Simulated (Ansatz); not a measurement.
# Photoemission of Si(111) with OH on 50 % of the top atoms and H on the rest

What would XPS and angle-resolved spectra of Si(111) with OH on 50 % of the top atoms and H on the rest look like?

Calculated with Ansatz 0.2.0; DFT, PBE, plane-wave PAW, default files, scalar-relativistic.

## Step 1: Starting point

The cell holds 34 atoms: 8 H, 2 O and 24 Si. Its edges and angles: a = 7.679 Å, b = 7.679 Å, c = 24.634 Å, α = 90.0°, β = 90.0°, γ = 60.0°. It derives from Si. How the cell was made: terminated face; group: OH; share of top atoms: 0.5; rest: H; oxygen in back bonds: 0; lower face: H. Regions: ad, 6 atoms (2 O and 4 H); L1, 4 atoms (4 Si); L2, 4 atoms (4 Si); L3, 4 atoms (4 Si); mid, 4 atoms (4 Si); rest, 12 atoms (8 Si and 4 H). Vacuum lies along c.

## Step 2: Relaxing the atoms

Levels and vacuum steps follow bond lengths, so the atoms are relaxed first. 12 atoms are held to stand for the bulk. A dipole correction cancels the field between unlike faces.

input.yaml reads:

```yaml
crystal:
  lattice:
    - [7.6791796437, 0.0, 0.0]
    - [3.8395898218, 6.6503646517, 0.0]
    - [0.0, 0.0, 24.6337769138]
  atoms:
    - { symbol: H, position: [0.114595574, 0.0, 0.715837323] }
    - { symbol: H, position: [0.614595574, 0.0, 0.715837323] }
    - { symbol: O, position: [0.0, 0.0, 0.699599455] }
    - { symbol: O, position: [0.5, 0.0, 0.699599455] }
    - { symbol: H, position: [0.0, 0.5, 0.685391322] }
    - { symbol: H, position: [0.5, 0.5, 0.685391322] }
    - { symbol: Si, position: [0.0, 0.0, 0.629776626] }
    - { symbol: Si, position: [0.5, 0.0, 0.629776626] }
    - { symbol: Si, position: [0.0, 0.5, 0.629776626] }
    - { symbol: Si, position: [0.5, 0.5, 0.629776626] }
    - { symbol: Si, position: [0.833333333, 0.333333333, 0.597960434] }
    - { symbol: Si, position: [0.333333333, 0.333333333, 0.597960434] }
    - { symbol: Si, position: [0.833333333, 0.833333333, 0.597960434] }
    - { symbol: Si, position: [0.333333333, 0.833333333, 0.597960434] }
    - { symbol: Si, position: [0.833333333, 0.333333333, 0.502511856] }
    - { symbol: Si, position: [0.333333333, 0.333333333, 0.502511856] }
    - { symbol: Si, position: [0.833333333, 0.833333333, 0.502511856] }
    - { symbol: Si, position: [0.333333333, 0.833333333, 0.502511856] }
    - { symbol: Si, position: [0.166666667, 0.166666667, 0.470695663] }
    - { symbol: Si, position: [0.666666667, 0.166666667, 0.470695663] }
    - { symbol: Si, position: [0.166666667, 0.666666667, 0.470695663] }
    - { symbol: Si, position: [0.666666667, 0.666666667, 0.470695663] }
    - { symbol: Si, position: [0.166666667, 0.166666667, 0.375247085] }
    - { symbol: Si, position: [0.666666667, 0.166666667, 0.375247085] }
    - { symbol: Si, position: [0.166666667, 0.666666667, 0.375247085] }
    - { symbol: Si, position: [0.666666667, 0.666666667, 0.375247085] }
    - { symbol: Si, position: [0.0, 0.0, 0.343430893] }
    - { symbol: Si, position: [0.5, 0.0, 0.343430893] }
    - { symbol: Si, position: [0.0, 0.5, 0.343430893] }
    - { symbol: Si, position: [0.5, 0.5, 0.343430893] }
    - { symbol: H, position: [0.0, 0.0, 0.284162677] }
    - { symbol: H, position: [0.5, 0.0, 0.284162677] }
    - { symbol: H, position: [0.0, 0.5, 0.284162677] }
    - { symbol: H, position: [0.5, 0.5, 0.284162677] }
kpoints:
  mp_grid: { grid: [3, 3, 1] }
scf:
  occupations: { method: fermi_dirac, width: 0.02 }
  n_extra_bands: 24
hamiltonian:
  xc: pbe
  pseudopotentials: { kind: paw }
output:
  forces: true
  write_potential: true
  volumetric_format: []
efield:
  axis: 3
  dipole_correction: true
relax:
  f_tol: 0.03
  max_steps: 70
  constraints: [{ sites: [22, 23, 24, 25, 26, 27, 28, 29, 30, 31, 32, 33] }]
```

The run is started by

```console
ansatz run input.yaml --threads 4 --pin off --max-ram 11264MiB --backend cpu --events-out ev --progress --plain --runs-dir out
```

Numbers of over 12 decimals in the logs are rounded to 6 here.

The log of the run:

```text
scf.n_extra_bands = 24 over 58 filled bands (N_el = 116.0): the run solves 82 bands
Engine: ansatz 0.2.0, aarch64-unknown-linux-gnu
Pseudopotentials: kind: paw
Pseudopotential: H, paw, valence charge 1, recommended cutoff 420 eV (normal), H.paw.azcp
Pseudopotential: O, paw, valence charge 6, recommended cutoff 420 eV (normal), O.paw.azcp
Pseudopotential: Si, paw, valence charge 4, recommended cutoff 420 eV (normal), Si.paw.azcp
Functional definition: PBE
  parameter kappa = 0.804
  parameter beta = 0.066725
  exchange = pbe_x(kappa = kappa, mu = beta*pi^2/3)
  correlation = pbe_c(beta = beta)
Crystal: 34 atoms, lattice volume = 1258.031 Å³
Basis set: ecut = 420 eV, 24545 PW (Γ), exchange–correlation on 108×108×360 points (8 copies of the dense FFT grid, shifted against one another)
Bands: 82, of which v1, the nominal top of the filled ones, is band 58 counted from 1 (57 counted from 0)
Symmetry: 2 space group operations
Space group: P1 (ITA 1), of the structure as read, at distance tolerance 1.1e-4 Å
k-points: 5 of 9 (time reversal used)
Non-local potential: H, projectors of the file, l = 0: 2, l = 1: 1
Non-local potential: O, projectors of the file, l = 0: 2, l = 1: 2, l = 2: 1
Non-local potential: Si, projectors of the file, l = 0: 2, l = 1: 2, l = 2: 2
PAW form: soft (Blöchl's): semilocal exchange-correlation on the pseudo side does not see the compensation charge
PAW one-centre angular grid: H, 110 points (default); XC on 64 Gauss nodes
PAW one-centre angular grid: O, 110 points (default); XC on 64 Gauss nodes
PAW one-centre angular grid: Si, 110 points (default); XC on 64 Gauss nodes
Initial density: superposition of atomic densities (neutral atoms: chi_scale 0, normalization atom), corrected by the library's trained network
Initial wavefunctions: pseudopotential atomic-orbital guess
Functional: x = pbe(κ = 0.804, μ = 0.219515), c = pbe(β = 0.066725)
SCF iter   1: F=—  HF=-16521.043934 eV  |F-HF|=—  |Δ(HF+E_count)|=         —  Δρ=2.03e-3  dr2=4.96e-1  ethr=1.77e-3  p=-0.078 e·Å  D=-1.13e-2 V/Å  ΔV_dip=0.28 eV  dr2_dipole=1.61e-2  V_vac-E_F(+/−)=3.96/3.69 eV  ⟨swp⟩=8.4  Hψ=2334  notcnv=0  defer=26
efield: sawtooth ramp at fractional position 0.9500 (placed from the atoms, in the widest stretch of the axis that holds none; the zero of the levels goes with the place), width 0.1000; the density the first Hamiltonian is built on has a dipole p = -0.078 e·Å; the dipole correction subtracts the counter field D = -1.13e-2 V/Å, which shifts the + side's vacuum level by +0.28 eV against the − side's; the planar-averaged density in the ramp window peaks in size at 1.4e-5 e/Å³
preconditioner: auto → Resta (q_TF=auto, 1.834 Å⁻¹)  ε∞=2.9  [insulator: Δε(μ)=1.058 eV  Ē_g=8.023 eV  σ=0.020 eV  W_gap=1.00  n_scr=134 (ndim 8)  ℏωp=11.1 eV  f_vac=0.511  D(μ)=0.00/eV (n_scr^D=0)  ε∞_Penn≈2.9  vacuum switching on, ρ_ref=4.7e-3 e/Å³]
SCF iter   2: F=—  HF=-16520.974940 eV  |F-HF|=—  |Δ(HF+E_count)|=   6.90e-2  Δρ=9.67e-4  dr2=3.65e-2  ethr=4.27e-4  p=0.002 e·Å  D=2.75e-4 V/Å  ΔV_dip=-0.01 eV  dr2_dipole=5.21e-3  V_vac-E_F(+/−)=4.17/4.17 eV  ⟨swp⟩=3.4  Hψ=613  notcnv=0  defer=81
SCF iter   3: F=—  HF=-16520.972011 eV  |F-HF|=—  |Δ(HF+E_count)|=   2.93e-3  Δρ=3.96e-4  dr2=3.40e-3  ethr=3.14e-5  p=-0.036 e·Å  D=-5.12e-3 V/Å  ΔV_dip=0.13 eV  dr2_dipole=7.36e-4  V_vac-E_F(+/−)=4.19/4.06 eV  ⟨swp⟩=3.0  Hψ=573  notcnv=0  defer=81
SCF iter   4: F=—  HF=-16520.972581 eV  |F-HF|=—  |Δ(HF+E_count)|=   5.70e-4  Δρ=2.16e-4  dr2=1.23e-3  ethr=2.93e-6  p=-0.019 e·Å  D=-2.79e-3 V/Å  ΔV_dip=0.07 eV  dr2_dipole=1.48e-4  V_vac-E_F(+/−)=4.18/4.11 eV  ⟨swp⟩=2.2  Hψ=638  notcnv=0  defer=81
SCF iter   5: F=—  HF=-16520.973005 eV  |F-HF|=—  |Δ(HF+E_count)|=   4.24e-4  Δρ=1.07e-4  dr2=1.70e-4  ethr=1.06e-6  p=-0.024 e·Å  D=-3.45e-3 V/Å  ΔV_dip=0.08 eV  dr2_dipole=2.69e-5  V_vac-E_F(+/−)=4.20/4.12 eV  ⟨swp⟩=2.2  Hψ=562  notcnv=0  defer=81
SCF iter   6: F=-16520.972999 eV  HF=-16520.972998 eV  |F-HF|=1.57e-6  |Δ(HF+E_count)|=   7.26e-6  Δρ=3.59e-5  dr2=1.83e-5  ethr=1.94e-8  p=-0.022 e·Å  D=-3.11e-3 V/Å  ΔV_dip=0.08 eV  dr2_dipole=5.42e-7  V_vac-E_F(+/−)=4.20/4.13 eV  ⟨swp⟩=11.0  Hψ=3628  notcnv=0
SCF 1 converged in 6 iterations: F = -16520.972999 eV  dr2 = 1.83e-5
  greatest PAW one-centre occupation: 0.865 electrons in one spin orbital (limit 2), on the O atom at site 3 (counted from 0), in its partial waves of l = 0
relax step   1: F+E_penalty+E_count = -16520.97299922 eV  Δ(F+E_penalty+E_count) = +0.000e0 eV  max|allowed force component| = 2.873e0 eV/Å  Δτ_max = 0.0000 Å  (6 SCF iters, dr2 threshold 2.25e-5 eV, accepted)
Initial density: handed on by an earlier stage of this run
Initial wavefunctions: those handed on with the density
iter 1 solved again at ethr=4.10e-4 eV; its pass at ethr=3.10e-3 eV (dr2=4.75e-1 eV) is discarded
SCF iter   1: F=—  HF=-16521.389361 eV  |F-HF|=—  |Δ(HF+E_count)|=         —  Δρ=9.01e-3  dr2=4.74e-1  ethr=4.10e-4  p=-0.022 e·Å  D=-3.11e-3 V/Å  ΔV_dip=0.08 eV  dr2_dipole=2.48e-4  V_vac-E_F(+/−)=4.18/4.10 eV  ⟨swp⟩=2.0  Hψ=1734  notcnv=0  defer=79
efield: sawtooth ramp at fractional position 0.9500 (handed on by an earlier solve), width 0.1000; the density the first Hamiltonian is built on has a dipole p = -0.022 e·Å; the dipole correction subtracts the counter field D = -3.11e-3 V/Å, which shifts the + side's vacuum level by +0.08 eV against the − side's; the planar-averaged density in the ramp window peaks in size at 1.7e-6 e/Å³
preconditioner: auto → Resta (q_TF=auto, 1.834 Å⁻¹)  ε∞=2.9  [insulator: Δε(μ)=1.045 eV  Ē_g=7.983 eV  σ=0.020 eV  W_gap=1.00  n_scr=134 (ndim 8)  ℏωp=11.1 eV  f_vac=0.509  D(μ)=0.00/eV (n_scr^D=0)  ε∞_Penn≈2.9  vacuum switching on, ρ_ref=4.6e-3 e/Å³]
SCF iter   2: F=—  HF=-16521.290594 eV  |F-HF|=—  |Δ(HF+E_count)|=   9.88e-2  Δρ=4.36e-3  dr2=9.82e-2  ethr=4.09e-4  p=-0.003 e·Å  D=-3.80e-4 V/Å  ΔV_dip=0.01 eV  dr2_dipole=2.27e-6  V_vac-E_F(+/−)=4.12/4.11 eV  ⟨swp⟩=2.2  Hψ=585  notcnv=0  defer=79
SCF iter   3: F=—  HF=-16521.280911 eV  |F-HF|=—  |Δ(HF+E_count)|=   9.68e-3  Δρ=4.85e-4  dr2=1.95e-3  ethr=8.46e-5  p=0.006 e·Å  D=8.06e-4 V/Å  ΔV_dip=-0.02 eV  dr2_dipole=1.63e-4  V_vac-E_F(+/−)=4.08/4.10 eV  ⟨swp⟩=3.0  Hψ=730  notcnv=0  defer=79
SCF iter   4: F=—  HF=-16521.281481 eV  |F-HF|=—  |Δ(HF+E_count)|=   5.70e-4  Δρ=2.91e-4  dr2=1.61e-3  ethr=1.68e-6  p=0.021 e·Å  D=3.09e-3 V/Å  ΔV_dip=-0.08 eV  dr2_dipole=3.26e-4  V_vac-E_F(+/−)=4.04/4.12 eV  ⟨swp⟩=2.2  Hψ=641  notcnv=0  defer=79
[...]
SCF iter   2: F=—  HF=-16521.380416 eV  |F-HF|=—  |Δ(HF+E_count)|=   9.92e-5  Δρ=3.04e-6  dr2=4.83e-7  ethr=1.10e-9  p=0.026 e·Å  D=3.69e-3 V/Å  ΔV_dip=-0.09 eV  dr2_dipole=1.73e-7  V_vac-E_F(+/−)=4.00/4.10 eV  ⟨swp⟩=2.0  Hψ=623  notcnv=0  defer=77
SCF iter   3: F=-16521.380416 eV  HF=-16521.380416 eV  |F-HF|=2.91e-8  |Δ(HF+E_count)|=   2.73e-8  Δρ=1.91e-6  dr2=7.24e-8  ethr=8.62e-11  p=0.025 e·Å  D=3.67e-3 V/Å  ΔV_dip=-0.09 eV  dr2_dipole=8.86e-9  V_vac-E_F(+/−)=4.01/4.10 eV  ⟨swp⟩=8.0  Hψ=2776  notcnv=0
SCF 11 converged in 3 iterations: F = -16521.380416 eV  dr2 = 7.24e-8
relax step  11: F+E_penalty+E_count = -16521.38041647 eV  Δ(F+E_penalty+E_count) = -1.251e-6 eV  max|allowed force component| = 2.455e-3 eV/Å  Δτ_max = 0.0000 Å  (3 SCF iters, accepted)
NSCF: frozen V_eff on 5 k-points
the band table was solved once a step of the walk had ended and its energy, with any forces and stress, was formed, with the checks that follow a solve (2856 applications of the Hamiltonian). They found nothing against the state; the energy, forces and stress were not computed again (output.eigenvalues in the input reference)
WARN: The output density's exchange-correlation potential varies sharply where the density is thin. Do not read a vacuum level from v_tot or v_xc, or from such a field of the output density. On a cell that repeats whose density bears no net charge and no dipole along the vacuum's axis use v_es (v_loc + v_h of the components); under efield.dipole_correction with no amplitude use v_es + v_field, which holds any externa [...]
SCF converged after 3 iterations
Free energy (F): -16521.380416 eV
Harris-Foulkes:  -16521.380416 eV  (|F-HF|=2.91e-8)
Internal energy: -16521.380416 eV  (E = F + TS)
E sigma→0 (E₀):  -16521.380416 eV
Fermi energy:    0.290750 eV
Dipole field:    D = 0.003717 V/Å  (p = 0.025841 e·Å, saw-weighted, corrected)
Work function:   Φ+ = 4.0045 eV   Φ− = 4.0961 eV
Levels:          The Fermi level and band energies are counted from a zero that moves with the ramp; work functions are not
--- Per-component energies (eV) ---
  E_band       = -671.981474
  E_kinetic    = 1430.444578
  E_local      = -31753.370857  (includes V_loc(G=0)·N_el)
  E_nonlocal   = 732.474190
  E_hartree    = 15227.907198
  E_xc         = -1541.238221
  E_vxc        = -1398.817979  (∫ρ·V_xc dr)
  E_paw        = -12629.438555  (= ΣΔE_a)
  E_vpaw       = -138.414381  (= ΣTr[D̂ρ^β])
  E_aug_tail   = -0.004807  (compensation charges beyond the density's cutoff)
  E_efield     = 0.000048  (sawtooth field / dipole correction)
  E_vefield    = -0.104026  (∫n·V_field dr)
  E_ewald      = 12011.846010
  E_smearing   = -0.000000  (= −TS)
  E_closure    = 0.000000  (closes the sum)
  Σ components = -16521.380416   (vs F -16521.380416, Δ=0.00e0)
--- Forces (eV/Å), atoms counted from 1 ---
  atom   1  H      0.00059420     0.00070785     0.00245498
  atom   2  H      0.00059420     0.00070785     0.00245498
  atom   3  O     -0.00120363     0.00019516    -0.00044237
  atom   4  O     -0.00120363     0.00019516    -0.00044237
  atom   5  H     -0.00073621     0.00029214     0.00025772
  atom   6  H     -0.00073621     0.00029214     0.00025772
  atom   7  Si     0.00111499     0.00044408     0.00062604
  atom   8  Si     0.00111499     0.00044408     0.00062604
  atom   9  Si     0.00040539    -0.00102757    -0.00058496
  atom  10  Si     0.00040539    -0.00102757    -0.00058496
  atom  11  Si    -0.00042251     0.00061497    -0.00194598
  atom  12  Si    -0.00042251     0.00061497    -0.00194598
  atom  13  Si    -0.00076173    -0.00052195     0.00067690
  atom  14  Si    -0.00076173    -0.00052195     0.00067690
  atom  15  Si    -0.00059576     0.00037227     0.00114307
  atom  16  Si    -0.00059576     0.00037227     0.00114307
  atom  17  Si    -0.00048727    -0.00027997    -0.00175959
  atom  18  Si    -0.00048727    -0.00027997    -0.00175959
  atom  19  Si    -0.00010686     0.00147392    -0.00005445
  atom  20  Si    -0.00010686     0.00147392    -0.00005445
  atom  21  Si     0.00027159    -0.00227902    -0.00065315
  atom  22  Si     0.00027159    -0.00227902    -0.00065315
  atom  23  Si     0.00168276    -0.00511570    -0.08273286
  atom  24  Si     0.00168276    -0.00511570    -0.08273286
  atom  25  Si     0.00015897     0.00466231    -0.06716594
  atom  26  Si     0.00015897     0.00466231    -0.06716594
  atom  27  Si    -0.00053586    -0.00154950     0.84947963
  atom  28  Si    -0.00053586    -0.00154950     0.84947963
  atom  29  Si     0.00005525     0.00148079     0.85214668
  atom  30  Si     0.00005525     0.00148079     0.85214668
  atom  31  H      0.00039699     0.00019465    -0.77607461
  atom  32  H      0.00039699     0.00019465    -0.77607461
  atom  33  H      0.00024202     0.00033441    -0.77543982
  atom  34  H      0.00024202     0.00033441    -0.77543982
  max |Σ_I F_I| component: 1.45e-4 eV/Å
--- Band table (eV; the first three rows and the last of 5) ---
  k-point 0: bands = [... 54 lower, -0.6889, -0.6576, -0.2559, -0.2314, 0.8226, 0.8318, 0.8377, 1.3050, ... 20 higher]
  k-point 1: bands = [... 54 lower, -1.5581, -1.2958, -1.1649, -0.6498, 0.9514, 1.5361, 1.6474, 1.7500, ... 20 higher]
  k-point 2: bands = [... 54 lower, -1.5739, -1.2475, -1.1545, -0.6352, 0.9729, 1.5818, 1.5924, 1.7417, ... 20 higher]
  k-point 4: bands = [... 54 lower, -1.9005, -1.5653, -1.4689, -1.4095, 1.8946, 1.9317, 2.2941, 2.3497, ... 20 higher]
--- Relaxed structure (11 steps of the walk, 11 accepted, 0 SCFs on fresh bases) ---
  F+E_penalty+E_count = -16521.38041647 eV   max|allowed force component| = 2.455e-3 eV/Å
  atoms:
    - { symbol: H, position: [0.085149, 0.013832, 0.719101] }
    - { symbol: H, position: [0.585149, 0.013832, 0.719101] }
    - { symbol: O, position: [-0.011614, -0.00947895, 0.699798] }
    - { symbol: O, position: [0.488386, -0.00947895, 0.699798] }
    - { symbol: H, position: [0.00110561, 0.497807, 0.691762] }
    - { symbol: H, position: [0.501106, 0.497807, 0.691762] }
    - { symbol: Si, position: [-0.000562578, -0.00256071, 0.631504] }
    - { symbol: Si, position: [0.499437, -0.00256071, 0.631504] }
    - { symbol: Si, position: [0.00117901, 0.498080, 0.630714] }
    - { symbol: Si, position: [0.501179, 0.498080, 0.630714] }
    - { symbol: Si, position: [0.834630, 0.331151, 0.599434] }
    - { symbol: Si, position: [0.334630, 0.331151, 0.599434] }
    - { symbol: Si, position: [0.832838, 0.831646, 0.599500] }
    - { symbol: Si, position: [0.332838, 0.831646, 0.599500] }
    - { symbol: Si, position: [0.833709, 0.332949, 0.503535] }
    - { symbol: Si, position: [0.333709, 0.332949, 0.503535] }
    - { symbol: Si, position: [0.833106, 0.833877, 0.503456] }
    - { symbol: Si, position: [0.333106, 0.833877, 0.503456] }
    - { symbol: Si, position: [0.166685, 0.166937, 0.471029] }
    - { symbol: Si, position: [0.666685, 0.166937, 0.471029] }
    - { symbol: Si, position: [0.166772, 0.666589, 0.471127] }
    - { symbol: Si, position: [0.666772, 0.666589, 0.471127] }
    - { symbol: Si, position: [0.166666667, 0.166667, 0.375247] }
    - { symbol: Si, position: [0.666667, 0.166667, 0.375247] }
    - { symbol: Si, position: [0.166667, 0.666667, 0.375247] }
    - { symbol: Si, position: [0.666667, 0.666667, 0.375247] }
    - { symbol: Si, position: [0.0, 0.0, 0.343431] }
    - { symbol: Si, position: [0.500000, 0.0, 0.343431] }
    - { symbol: Si, position: [-2.7755575615628914e-17, 0.500000, 0.343431] }
    - { symbol: Si, position: [0.500000, 0.500000, 0.343431] }
    - { symbol: H, position: [0.0, 0.0, 0.284162677] }
    - { symbol: H, position: [0.500000, 0.0, 0.284162677] }
    - { symbol: H, position: [-2.7755575615628914e-17, 0.500000, 0.284162677] }
    - { symbol: H, position: [0.500000, 0.500000, 0.284162677] }
```

It took 2 min on 4 threads of Arm Neoverse V2, shared host; peak memory 2.3 GiB.

Step by step:

```
step  energy less that of the first step (eV)  largest force component (eV/Å)
   1                                   0.0000                          2.8733
   2                                  -0.3082                          1.1015
   3                                  -0.3651                          0.7542
   4                                  -0.3829                          0.6430
   5                                  -0.3975                          0.3592
   6                                  -0.4011                          0.2791
   7                                  -0.4062                          0.0293
   8                                  -0.4062                          0.0292
   9                                  -0.4069                          0.0595
  10                                  -0.4074                          0.0025
  11                                  -0.4074                          0.0025
```

Forces are held to the 2 operations that the run works with; a distortion that breaks them can't arise in this run.

The atoms that moved most (Å):

```csv
atom,dx,dy,dz,length
H2,-0.173,0.092,0.080,0.212
H1,-0.173,0.092,0.080,0.212
H5,0.000,-0.015,0.157,0.158
H6,0.000,-0.015,0.157,0.158
O4,-0.126,-0.063,0.005,0.141
O3,-0.126,-0.063,0.005,0.141
Si8,-0.014,-0.017,0.043,0.048
Si7,-0.014,-0.017,0.043,0.048
```

This step gave:

```yaml
free_energy: -16521.3804 eV
fermi_energy: 0.2907 eV
symmetry_operations: 2
gap_on_the_k_mesh: 1.054 eV
ionisation_potential_upper_face: 4.527 eV
upper_vacuum_level_less_the_lowest_empty_level_kohn_sham_affinity: 3.473 eV
ionisation_potential_lower_face: 4.618 eV
```

The relaxation ends 12 meV an atom lower, with a largest force component of 0.0025 eV/Å on the free atoms.

(Continued in part 2 of 4.)

[Logs are printed without paths, hosts, clocks, repeated set-up lines and the standing remarks that a program may print on its own settings, such as how far it seeks lower states.]

[Hosts, paths, dates, database ids (printed as entryN), source tags and the programs' standing remarks are cut or masked in the printed files.]

[Maps of the electrostatic potential energy from Ansatz leave out the sawtooth potential of an applied field or a dipole correction, so their vacuum need not be flat; work functions include it.]
